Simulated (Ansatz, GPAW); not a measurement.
# Work function of a 4-layer slab of Rh(110) at several levels, part 3 of 3

Wanted: work functions and dipole of a 4-layer slab of Rh(110), with the cost of each level.

GPAW 26.7.0 and Ansatz 0.2.0; GPAW, PAW setups; slab in vacuum (the session's first sound run).

So far, upper work function (eV): step 2 (relaxation, PBE, GPAW) 4.64; step 5 (OptPBE vdW: xc = "optPBE-vdW", GPAW, PAW setups, GPAW) 4.85; step 6 (self-consistent run: xc = "RPBE") 4.47; step 7 (real-space grid: mode = "fd", PBE, GPAW) 4.64; step 8 (atomic orbitals: mode = "lcao", PBE, GPAW) 4.66.

## Step 10: A second plane-wave code

A second program with its own datasets checks the number independently.

This step: Ansatz plane waves; slab in vacuum with a dipole correction (Ansatz 0.2.0).

File input.yaml:

```yaml
crystal:
  lattice:
    - [3.8, 0.0, 0.0]
    - [0.0, 2.6870057685, 0.0]
    - [0.0, 0.0, 18.0305086528]
  atoms:
    - { symbol: Rh, position: [0.5, 0.4999989266, 0.3882308666] }
    - { symbol: Rh, position: [0.0, 0.0, 0.4627434622] }
    - { symbol: Rh, position: [0.5, 0.4999989266, 0.5394117968] }
    - { symbol: Rh, position: [0.0, 0.0, 0.608839707] }
kpoints:
  mp_grid: { grid: [8, 12, 1] }
hamiltonian:
  xc: pbe
scf:
  occupations: { method: fermi_dirac, width: 0.1 }
efield:
  axis: 3
  dipole_correction: true
  ramp_width: 0.05
output:
  forces: true
  write_potential: true
  write_density: true
  volumetric_format: npy
  elf: true
```

Run with:

```bash
ansatz run input.yaml --threads 4 --pin off --max-ram 8192MiB --backend cpu --events-out ev --progress --plain --runs-dir out
```

Numbers of over 12 decimals in the logs are rounded to 6 here.

Output:

```text
Warning: the atoms were moved onto the symmetric positions of the space group found under crystal.symmetry.tolerance 1.0e-5 (fractional; no operation is sought that the atoms, as they stand in a round, miss by more than twice it, and no atom is moved by as much as it), and the run uses the moved positions. Before a round's move an operation carried an atom to 2.88e-6 Å from where it should land, the largest such dist [...]
Engine: ansatz 0.2.0, aarch64-unknown-linux-gnu
Pseudopotentials: kind: paw
Pseudopotential: Rh, paw, valence charge 17, recommended cutoff 420 eV (normal), Rh.paw.azcp
Functional definition: PBE
  parameter kappa = 0.804
  parameter beta = 0.066725
  exchange = pbe_x(kappa = kappa, mu = beta*pi^2/3)
  correlation = pbe_c(beta = beta)
Crystal: 4 atoms, lattice volume = 184.103 Å³
Basis set: ecut = 420 eV, 3601 PW (Γ), exchange–correlation on 54×36×250 points (8 copies of the dense FFT grid, shifted against one another)
Bands: 41, of which v1, the nominal top of the filled ones, is band 34 counted from 1 (33 counted from 0)
Symmetry: 4 space group operations
Space group: Pmm2 (ITA 25), of the structure as read, at distance tolerance 5.7e-5 Å
k-points: 35 of 96
Non-local potential: Rh, projectors of the file, l = 0: 3, l = 1: 2, l = 2: 2, l = 3: 1
PAW form: soft (Blöchl's): semilocal exchange-correlation on the pseudo side does not see the compensation charge
PAW one-centre angular grid: Rh, 590 points (default); XC on 64 Gauss nodes
Initial density: superposition of atomic densities (neutral atoms: chi_scale 0, normalization atom), corrected by the library's trained network
Initial wavefunctions: pseudopotential atomic-orbital guess
Functional: x = pbe(κ = 0.804, μ = 0.219515), c = pbe(β = 0.066725)
SCF iter   1: F=—  HF=-25608.427756 eV  |F-HF|=—  |Δ(HF+E_count)|=         —  Δρ=7.57e-3  dr2=4.62e-2  ethr=1.77e-3  p=0.002 e·Å  D=1.67e-3 V/Å  ΔV_dip=-0.03 eV  dr2_dipole=1.34e-4  V_vac-E_F(+/−)=4.51/4.53 eV  ⟨swp⟩=8.3  Hψ=6384  notcnv=0
efield: sawtooth ramp at fractional position 0.9735 (placed from the atoms, in the widest stretch of the axis that holds none; the zero of the levels goes with the place), width 0.0500; the density the first Hamiltonian is built on has a dipole p = 0.002 e·Å; the dipole correction subtracts the counter field D = 1.67e-3 V/Å, which shifts the + side's vacuum level by -0.03 eV against the − side's; the planar-averaged density in the ramp window peaks in size at 6.8e-5 e/Å³
preconditioner: auto → LDOS  [metal: Δε(μ)=0.017 eV  Ē_g=4.882 eV  σ=0.100 eV  W_gap=0.04  n_scr=30 (ndim 8)  ℏωp=16.4 eV  f_vac=0.606  D(μ)=9.15/eV (n_scr^D=88)  β→1.0]
SCF iter   2: F=—  HF=-25608.430900 eV  |F-HF|=—  |Δ(HF+E_count)|=   3.14e-3  Δρ=5.37e-3  dr2=2.69e-2  ethr=6.80e-5  p=0.003 e·Å  D=2.95e-3 V/Å  ΔV_dip=-0.05 eV  dr2_dipole=5.43e-5  V_vac-E_F(+/−)=4.67/4.72 eV  ⟨swp⟩=2.5  Hψ=3193  notcnv=0  defer=4
SCF iter   3: F=—  HF=-25608.425436 eV  |F-HF|=—  |Δ(HF+E_count)|=   5.46e-3  Δρ=1.19e-3  dr2=4.70e-3  ethr=3.95e-5  p=0.003 e·Å  D=2.89e-3 V/Å  ΔV_dip=-0.05 eV  dr2_dipole=6.25e-6  V_vac-E_F(+/−)=4.64/4.69 eV  ⟨swp⟩=2.0  Hψ=2138  notcnv=0  defer=4
SCF iter   4: F=—  HF=-25608.425233 eV  |F-HF|=—  |Δ(HF+E_count)|=   2.03e-4  Δρ=6.47e-4  dr2=7.88e-4  ethr=6.91e-6  p=0.003 e·Å  D=3.11e-3 V/Å  ΔV_dip=-0.06 eV  dr2_dipole=4.06e-6  V_vac-E_F(+/−)=4.66/4.71 eV  ⟨swp⟩=2.0  Hψ=2047  notcnv=0  defer=4
SCF iter   5: F=—  HF=-25608.425152 eV  |F-HF|=—  |Δ(HF+E_count)|=   8.12e-5  Δρ=2.29e-4  dr2=2.20e-4  ethr=1.16e-6  p=0.003 e·Å  D=3.24e-3 V/Å  ΔV_dip=-0.06 eV  dr2_dipole=3.19e-7  V_vac-E_F(+/−)=4.66/4.72 eV  ⟨swp⟩=2.1  Hψ=2054  notcnv=0  defer=4
SCF iter   6: F=—  HF=-25608.425170 eV  |F-HF|=—  |Δ(HF+E_count)|=   1.80e-5  Δρ=5.00e-5  dr2=2.12e-6  ethr=3.24e-7  p=0.003 e·Å  D=3.27e-3 V/Å  ΔV_dip=-0.06 eV  dr2_dipole=5.35e-8  V_vac-E_F(+/−)=4.66/4.72 eV  ⟨swp⟩=1.6  Hψ=1561  notcnv=0  defer=4
SCF iter   7: F=—  HF=-25608.425057 eV  |F-HF|=—  |Δ(HF+E_count)|=   1.13e-4  Δρ=1.67e-5  dr2=3.09e-7  ethr=3.12e-9  p=0.003 e·Å  D=3.26e-3 V/Å  ΔV_dip=-0.06 eV  dr2_dipole=3.89e-9  V_vac-E_F(+/−)=4.66/4.72 eV  ⟨swp⟩=3.4  Hψ=2997  notcnv=0  defer=4
SCF iter   8: F=-25608.425057 eV  HF=-25608.425057 eV  |F-HF|=1.60e-8  |Δ(HF+E_count)|=   6.24e-7  Δρ=6.34e-6  dr2=6.95e-8  ethr=1.47e-10  p=0.003 e·Å  D=3.26e-3 V/Å  ΔV_dip=-0.06 eV  dr2_dipole=1.94e-9  V_vac-E_F(+/−)=4.66/4.72 eV  ⟨swp⟩=15.4  Hψ=12496  notcnv=0
SCF 1 converged in 8 iterations: F = -25608.425057 eV  dr2 = 6.95e-8
  greatest PAW one-centre occupation: 1.000 electrons in one spin orbital (limit 2), on the Rh atom at site 2 (counted from 0), in its partial waves of l = 0
WARN: The output density's exchange-correlation potential varies sharply where the density is thin. Do not read a vacuum level from v_tot or v_xc, or from such a field of the output density. On a cell that repeats whose density bears no net charge and no dipole along the vacuum's axis use v_es (v_loc + v_h of the components); under efield.dipole_correction with no amplitude use v_es + v_field, which holds any externa [...]
SCF converged after 8 iterations
Free energy (F): -25608.425057 eV
Harris-Foulkes:  -25608.425057 eV  (|F-HF|=1.60e-8)
Internal energy: -25608.125924 eV  (E = F + TS)
E sigma→0 (E₀):  -25608.275491 eV
Entropy (-TS):   -0.299133 eV (-74.783 meV/atom)
Fermi energy:    3.396063 eV
Dipole field:    D = 0.003194 V/Å  (p = 0.003250 e·Å, saw-weighted, corrected)
Work function:   Φ+ = 4.6605 eV   Φ− = 4.7181 eV
Levels:          The Fermi level and band energies are counted from a zero that moves with the ramp; work functions are not
--- Per-component energies (eV) ---
  E_band       = -1599.676753
  E_kinetic    = 2287.553426
  E_local      = -68171.795174  (includes V_loc(G=0)·N_el)
  E_nonlocal   = 1425.152461
  E_hartree    = 32527.000876
  E_xc         = -881.890678
  E_vxc        = -1106.291966  (∫ρ·V_xc dr)
  E_paw        = -14350.125202  (= ΣΔE_a)
  E_vpaw       = -1088.293557  (= ΣTr[D̂ρ^β])
  E_aug_tail   = 0.003440  (compensation charges beyond the density's cutoff)
  E_efield     = 0.000005  (sawtooth field / dipole correction)
  E_vefield    = -0.004968  (∫n·V_field dr)
  E_ewald      = 21555.974922
  E_smearing   = -0.299133  (= −TS)
  E_closure    = 0.000000  (closes the sum)
  Σ components = -25608.425057   (vs F -25608.425057, Δ=0.00e0)
--- Forces (eV/Å), atoms counted from 1 ---
  atom   1  Rh     0.00000000     0.00000000     0.64623851
  atom   2  Rh     0.00000000    -0.00000000    -0.50067512
  atom   3  Rh    -0.00000000    -0.00000000    -0.04365269
  atom   4  Rh    -0.00000000     0.00000000    -0.10185218
  max |Σ_I F_I| component: 5.85e-5 eV/Å
--- Band table (eV; the first three rows and the last of 35) ---
  k-point 0: bands = [... 30 lower, 2.1539, 2.4976, 2.9641, 3.0193, 3.3345, 3.5848, 3.7034, 4.3152, ... 3 higher]
  k-point 1: bands = [... 30 lower, 2.2903, 2.6128, 2.6681, 3.0171, 3.3116, 3.5742, 3.9010, 4.0528, ... 3 higher]
  k-point 2: bands = [... 30 lower, 2.4819, 2.5925, 2.8337, 2.8405, 3.3202, 3.5590, 3.6842, 4.2083, ... 3 higher]
  k-point 34: bands = [... 30 lower, 2.8084, 2.8232, 3.9949, 4.0090, 4.0619, 4.0900, 6.0941, 6.1012, ... 3 higher]
```

Run time: 9.3 s. Hardware: 4 threads of Arm Neoverse V1, shared host; peak memory 0.55 GiB.

The column dr2 measures how far the density is from self-consistency, as an energy; F and HF (Harris–Foulkes) agree once it is small.

Numbers from this step:

```yaml
free_energy: -25608.4251 eV
smearing_term_ts: 0.2991 eV
symmetry_operations: 4
lower_work_function: 4.718 eV
dipole_along_the_normal: 0.003250 e·Å
dipole_field: 0.003194 V/Å
vacuum_level_above: 8.057 eV
vacuum_level_below: 8.114 eV
```

The electrostatic potential energy of an electron (with the applied field's), less the Fermi level, planar mean oscillates, so the rows of the table below give means over windows of 1 Å about each position, cut where the curve ends. Its maxima inside the range that stand out by 2 % of the span (Å: eV): 7.6: -10.2, 9.1: -9.87, 10.4: -12.4. Its minima: 7.1: -14.7, 8.4: -15.4, 9.8: -15.7, 11.0: -15.1.

The electrostatic potential energy of an electron (with the applied field's), less the Fermi level, planar mean by z; means over each step:

z (Å), electrostatic potential energy of an electron (with the applied field's), less the Fermi level, planar mean (eV) and a bar from the least value:
```
        0        4.7 ##############################
        1        4.7 ##############################
        2        4.7 ##############################
        3        4.7 ##############################
        4        4.7 ##############################
        5        4.4 ##############################
        6        0.6 #######################
        7      -12.5 ###
        8      -12.9 ##
        9      -11.9 ####
       10      -14.1 
       11      -12.9 ##
       12        0.8 ########################
       13        4.4 ##############################
       14        4.6 ##############################
       15        4.7 ##############################
       16        4.7 ##############################
       17        4.7 ##############################
```

The valence density, planar mean oscillates, so the rows of the table below give means over windows of 1.3 Å about each position, cut where the curve ends. Its maxima inside the range that stand out by 2 % of the span (Å: e/Å³): 7.1: 1.58, 8.4: 1.63, 9.7: 1.63, 11.0: 1.60. Its minima: 7.6: 0.831, 9.1: 0.782, 10.4: 0.984.

Table of valence density, planar mean by z; means over each step:

| z (Å) | valence density, planar mean (e/Å³) |
| --- | --- |
| 3.25 | 1.4e-4 |
| 4.55 | 0.00359 |
| 5.85 | 0.166 |
| 7.15 | 1.20 |
| 8.45 | 1.23 |
| 9.75 | 1.28 |
| 11.05 | 1.17 |
| 12.35 | 0.0765 |
| 13.65 | 0.00202 |
| 14.95 | 7.7e-5 |

Force by atom:

```
atom  x (eV/Å)  y (eV/Å)  z (eV/Å)   size
 Rh1     0.000     0.000     0.646  0.646
 Rh2     0.000     0.000    -0.501  0.501
 Rh3     0.000     0.000    -0.044  0.044
 Rh4     0.000     0.000    -0.102  0.102
```

Valence density in the ca plane at fractional y = 0.000, with atoms of Rh within 0.2 Å of it. It is the smooth field of the valence electrons, not physical close to the nuclei.

Ten steps, logarithmic in the rise over the least value, from '0' (0 e/Å³) to '9' (13 e/Å³), each cell a mean:
```
00000000000000001258985337997310000000000000
00000000000000001235653224664200000000000000
00000000000000011222322222321000000000000000
00000000000000012222112222110000000000000000
00000000000000112221112222110000000000000000
00000000000000012222222222211000000000000000
00000000000000011223442223442100000000000000
00000000000000001247874236886200000000000000
00000000000000001258996347997310000000000000
```
Columns run along c (18.0 Å), rows up along a (3.8 Å). Atoms in or near the plane, at fractional coordinates: Rh at (0.46, 0.00), Rh at (0.61, 0.00).

Electrostatic potential energy in the ca plane at fractional y = 0.000, with atoms of Rh within 0.2 Å of it. With pseudopotentials it is smooth inside the atoms' cores, unlike the true potential.

Ten even steps from '0' (-59 eV) to '9' (8 eV), each cell a mean:
```
99999999999999999960005882002899999999999999
99999999999999999985348997336999999999999999
99999999999999999999889999889999999999999999
99999999999999999999999999999999999999999999
99999999999999999999999999999999999999999999
99999999999999999999999999999999999999999999
99999999999999999998678998778999999999999999
99999999999999999972026985114899999999999999
99999999999999999950004871001799999999999999
```
Columns run along c (18.0 Å; values clipped at the 3rd and 97th percentile), rows up along a (3.8 Å). Atoms in or near the plane, at fractional coordinates: Rh at (0.46, 0.00), Rh at (0.61, 0.00).

ELF in the ca plane at fractional y = 0.000, with atoms of Rh within 0.2 Å of it. It is the smooth field of the valence electrons, not physical close to the nuclei.

Ten even steps from '0' (0.00) to '9' (0.77), each cell a mean:
```
00000000000000122248985336997310000000000000
00000000000001123335653334664210000000000000
00000000000001233332223333322110000000000000
00000000000012333332223333321100000000000000
00000000000012333322223333321100000000000000
00000000000011233332223333321100000000000000
00000000000001223333432333442110000000000000
00000000000000123337874335886210000000000000
00000000000000112259996337998310000000000000
```
Columns run along c (18.0 Å), rows up along a (3.8 Å). Atoms in or near the plane, at fractional coordinates: Rh at (0.46, 0.00), Rh at (0.61, 0.00).

The upper face's work function is 4.660 eV, against 4.643 eV in the first plane-wave PBE run at this geometry.

## Step 11: Side by side

Results and costs are gathered.

This step: comparison of work functions, dipole and cost (GPAW 26.7.0).

Ladder, by row:

| step | code | work function, upper (eV) | work function, lower (eV) | dipole (e Å) | wall time (s) | peak memory (GiB) | threads |
| --- | --- | --- | --- | --- | --- | --- | --- |
| pw | GPAW | 4.643 | 4.703 | 0.003349 | 182.9 | 0.25 | 1 |
| revPBE | GPAW | 4.49 | 4.549 | 0.003292 | 190.4 | 0.25 | 1 |
| optPBE-vdW | GPAW | 4.848 | 4.907 | 0.00331 | 193.7 | 0.37 | 1 |
| RPBE | GPAW | 4.471 | 4.53 | 0.003302 | 197.5 | 0.25 | 1 |
| fd | GPAW | 4.643 | 4.702 | 0.003338 | 1084 | 1.26 | 1 |
| lcao | GPAW | 4.66 | 4.715 | 0.003074 | 1674 | 0.4 | 1 |
| ansatz | Ansatz | 4.66 | 4.718 | 0.00325 | 9.29 | 0.545 | 4 |

## Step 12: A changed run

One more run, with changed settings.

This step: GPAW, PAW setups; slab in vacuum (GPAW 26.7.0).

File run.py:

```python
import json
import numpy as np
from ase import Atoms
from gpaw import GPAW, PW

slab = Atoms(
    ['Rh', 'Rh', 'Rh', 'Rh'],
    positions=[
        [1.90000, 1.34350, 7.00000],
        [0.00000, 0.00000, 8.34350],
        [1.90000, 1.34350, 9.72587],
        [0.00000, 0.00000, 10.97769]],
    cell=[[3.8, 0.0, 0.0], [0.0, 2.68701, 0.0], [0.0, 0.0, 18.03051]],
    pbc=[True, True, False])

slab.calc = GPAW(mode=PW(400), xc='PBE', kpts={'size': (8, 12, 1), 'gamma': True},
                 occupations={'name': 'fermi-dirac', 'width': 0.1}, nbands='80%',
                 convergence={'density': 1e-05}, maxiter=50,
                 poissonsolver={'dipolelayer': 'xy'},
                 symmetry={'tolerance': 1e-3}, txt='slab.txt')
result = {}
energy = slab.get_potential_energy()
fermi = slab.calc.get_fermi_level()
v = slab.calc.get_electrostatic_potential().mean((0, 1)) - fermi
n = slab.calc.get_pseudo_density().mean((0, 1))
L = slab.cell[2, 2]
z = np.arange(len(v)) * L / len(v)
low, high = slab.positions[:, 2].min(), slab.positions[:, 2].max()
below, above = np.interp([low - 4.8, high + 4.8], z, v)
slopes = [np.interp(x, z, np.gradient(v, z)) for x in (low - 4.8, high + 4.8)]
eps = np.array([[slab.calc.get_eigenvalues(k, s) for k in range(len(slab.calc.get_ibz_k_points()))]
                for s in range(slab.calc.get_number_of_spins())]) - fermi
top, bottom = eps[eps < 0].max(), eps[eps > 0].min()
dipole = slab.get_dipole_moment()[2]
print(f'energy {energy:.4f} eV, Fermi level {fermi:.4f} eV, dipole {dipole:.5f} e A')
print(f'potential 4.8 A off the faces, from the Fermi level: lower {below:.4f} eV, upper {above:.4f} eV')
print(f'slope of the potential there: lower {slopes[0]:.5f}, upper {slopes[1]:.5f} eV/A')
print(f'nearest levels on the mesh: {top:.4f} and {bottom:.4f} eV')
print('magnetic moment', round(slab.get_magnetic_moment(), 3))
result.update(energy=energy, fermi=fermi, dipole=dipole, below=below, above=above, slopes=slopes, edges=[top, bottom],
              z=z.tolist(), v=v.tolist(), n=n.tolist(), positions=slab.positions.tolist(),
              forces=slab.get_forces(apply_constraint=False).tolist(), moments=slab.get_magnetic_moments().tolist())
json.dump(result, open('result.json', 'w'))
```

Run with:

```bash
OMP_NUM_THREADS=1 OPENBLAS_NUM_THREADS=1 python run.py
```

Output:

```text
ValueError: Too few bands!  Electrons: 60.0, bands: 80%
```

It took 0.91 s on 1 thread; peak memory 0.1 GiB.

The input was rejected at the start.

The program's message: “ValueError: Too few bands! Electrons: 60.0, bands: 80%”

The change that led to it: nbands = "80 % of the filled bands".

## Step 13: What came out

| Property | Result |
| --- | --- |
| work function, upper and lower face | 4.643 and 4.703 eV |
| dipole along the normal | 0.00335 e Å |

With plane waves and PBE the work function is 4.64 eV on the upper face and 4.70 eV on the lower. The two faces differ by 0.059 eV, the step that the slab's dipole makes (e p/(ε0 A) gives 0.059 eV), so the dipole layer is needed. The lowest atoms were held at bulk positions, which alone makes the faces unlike. Over the sound runs of the table the upper face's work function spans 4.471 (RPBE) to 4.848 eV (optPBE-vdW). The two plane-wave codes differ by 0.017 eV on the upper face. The slab is only 4.0 Å thick between its outer nuclei, so the values belong to this film more than to the surface of the bulk metal. The in-plane lattice was kept as typed, which isn't the functional's own and leaves some strain; spin-orbit coupling and temperature are left out.

[Logs are printed without paths, hosts, clocks, repeated set-up lines and the standing remarks that a program may print on its own settings, such as how far it seeks lower states.]

[Hosts, paths, dates, database ids (printed as entryN), source tags and the programs' standing remarks are cut or masked in the printed files.]
